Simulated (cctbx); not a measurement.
## Accept or mend?

Cell a = 5.3230 Å, b = 5.3230 Å, c = 10.3810 Å, α = 90.00°, β = 90.00°, γ = 120.00°; space group P-31m (no. 162). The compound is AgAsS3.

Simulated single-crystal data (cctbx): synchrotron X-rays, λ = 0.7749 Å, to d = 0.75 Å, 80 % of the full sphere, strongest reflection 70000 counts, noise from counting, a 3 % proportional error and a noise floor of 2 counts (s.d.); no absorption.

An anisotropic refinement with weights 1/σ² prints:

```text
Rint 0.024, 258 unique reflections to 0.75 A
cycle     R1     wR2    GooF  max shift (A)
   1  0.4127  0.7373  46.127   0.00535
   3  0.3609  0.6534  40.874   0.00000
final R1 0.3609 wR2 0.6534 GooF 40.874  parameters 5  data/parameter 51.6
atom        x        y        z      Ueq    occ   su(xyz)  su(Uiso or U11)
Ag1    0.00000  0.00000  0.79586   0.0143  1.000  0.00046  0.0037  NPD
As1    0.66667  0.33333  0.50000   0.0196  1.000  0.00000  0.0042
difference map: max 78.56 min -11.11 rms 4.30
Q1    0.0000  0.0000  0.2055    2   79.49  0.01 A from Ag1
Q2    0.0000  0.3957  0.6096    6   38.51  1.99 A from As1
Q3    0.3333  0.6667  0.5000    2   37.68  0.00 A from As1
Q4    0.0000  0.4099  0.0137    6    5.14  2.94 A from Ag1
Q5    0.3333  0.6667  0.3643    4    4.10  1.41 A from As1
Q6    0.0000  0.2976  0.4163    6    3.45  2.07 A from As1
```

Q: Accept it or mend it, and why?

Mend it. The fault: an atom left out, S at (0, 0.6032, 0.3899). Against the right model at the same level, R1 goes from 0.0060 to 0.3609 and GooF from 0.93 to 40.87, U of As1 shrinks from 0.0347 to 0.0196 Å², the top difference peak, 79.5 e/Å³, lies on Ag1 and Ag1 goes non-positive-definite. Q2 is the missing atom. With scattering power missing, scale and phases suffer, so peaks may also grow on the heavy atoms.

The compound is AgAsS3. The right model at the same level gives:

```text
Rint 0.024, 258 unique reflections to 0.75 A
cycle     R1     wR2    GooF  max shift (A)
   1  0.1086  0.3183  20.152   0.01830
   2  0.0061  0.0147   0.929   0.00006
final R1 0.0060 wR2 0.0147 GooF 0.929  parameters 11  data/parameter 23.5
atom        x        y        z      Ueq    occ   su(xyz)  su(Uiso or U11)
Ag1    0.00000  0.00000  0.79621   0.0253  1.000  0.00001  0.0001
As1    0.66667  0.33333  0.50000   0.0347  1.000  0.00000  0.0001
S1     0.00000  0.60313  0.38992   0.0611  1.000  0.00007  0.0002
difference map: max 0.16 min -0.18 rms 0.04
Q1    0.0000  0.0000  0.2919    2    0.17  0.92 A from Ag1
Q2    0.0000  0.4834  0.7631    6    0.12  1.65 A from S1
Q3    0.0000  0.3141  0.6922    6    0.11  0.96 A from S1
Q4    0.2029  0.4058  0.0000    6    0.10  2.82 A from Ag1
Q5    0.0000  0.2423  0.0059    6    0.10  2.43 A from Ag1
Q6    0.0000  0.2486  0.2897    6    0.10  1.60 A from Ag1
```

Isotropic U is held between 0.0001 and 1 Å² by the program, and listed peak heights are interpolated, so they can pass the grid's maximum.

This is a model crystal, built by substitution and not relaxed, with assumed displacement parameters.

[Middle refinement cycles are left out of these outputs.]

[Logs are printed without paths, hosts, clocks, repeated set-up lines and the standing remarks that a program may print on its own settings, such as how far it seeks lower states.]
